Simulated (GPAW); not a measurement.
# Polarising a 7-layer slab of Ca(111) with a field along the normal

The dipole of the cell at several fields, atoms fixed. What does the strongest field give, and what length does the slope stand for?

Set-up. GPAW 26.7.0, plane waves (400 eV), PAW setups, PBE, 9×9 mesh, a dipole layer in the vacuum; geometry relaxed without an applied field with GPAW. The cell's area is 13.48 Å², and e/ε0 = 180.95 V Å.

Results, with one row withheld:

```tsv
field (V/Å)	dipole (e Å)
−0.2	−0.3622
−0.1	−0.1797
−0.05	−0.0886
0.05	0.0937
0.1	0.1849
0.2	0.3672
0.3	?
```

**Question.** What is the dipole at 0.3 V/Å?

Worked answer. A line through the 6 points has the slope α = 1.823 e Å per V/Å and the intercept p₀ = 0.0026 e Å (r.m.s. residual 5.0e−05). At 0.3 V/Å it gives p = 0.0026 + 1.823 × 0.3 = 0.5496 e Å; the run gives 0.5499 e Å, so the response stays linear to 0.1 % of the induced part. Dividing by ε0 and the area: α/(ε0 A) = 1.823 × 180.95 / 13.48 = 24.47 Å, against 19.23 Å between the outer nuclei. A metal screens fully, so the excess of 5.24 Å puts the image planes about 2.62 Å outside the outer atoms on average.

**Limits.** This is the electronic response alone; ions that move would add to it in polar layers. No run was spin-polarised, so magnetic states weren't tested.

[Logs are printed without paths, hosts, clocks, repeated set-up lines and the standing remarks that a program may print on its own settings, such as how far it seeks lower states.]
